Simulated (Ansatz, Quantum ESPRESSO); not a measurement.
# antimonene, 1 layer: the dipole at a withheld member of a series

**Set-up.** Quantum ESPRESSO 7.5, PBE, GBRV ultrasoft. Cell and atoms are relaxed without a field with a D3(BJ) correction and then held. Sawtooth field with dipole correction, 17 Å of vacuum in the starting cell, Fermi-Dirac smearing of 0.002 Ry; bands along a path at each field. The series steps the field along the normal.

| field along the normal | dipole (e Å) |
| --- | --- |
| 0 V/Å | −0.0000 |
| 0.05 V/Å | 0.0180 |
| 0.1 V/Å | 0.0360 |
| 0.2 V/Å | 0.0721 |
| 0.4 V/Å | 0.1445 |

One more run was made and is withheld. What is the dipole at 0.3 V/Å?

**Fit.** The rows at 0.2 V/Å and 0.4 V/Å give a slope of (0.1445 − (0.0721))/(0.4 − (0.2)) = 0.362, so a straight line gives 0.1083 e Å. A parabola through these and the row at 0.1 V/Å gives 0.1083 e Å.

**The withheld run.** 0.1082 e Å. The line misses by +0.0001 and the parabola by +0.0001 e Å. Both misses are under 5 % of the step from the nearer row.

**Limits.** Ions are held; semilocal gaps are too small; in strong fields empty levels can belong to the vacuum; one stacking. Members without a usable value, or on the other side of zero field or charge, are not listed.
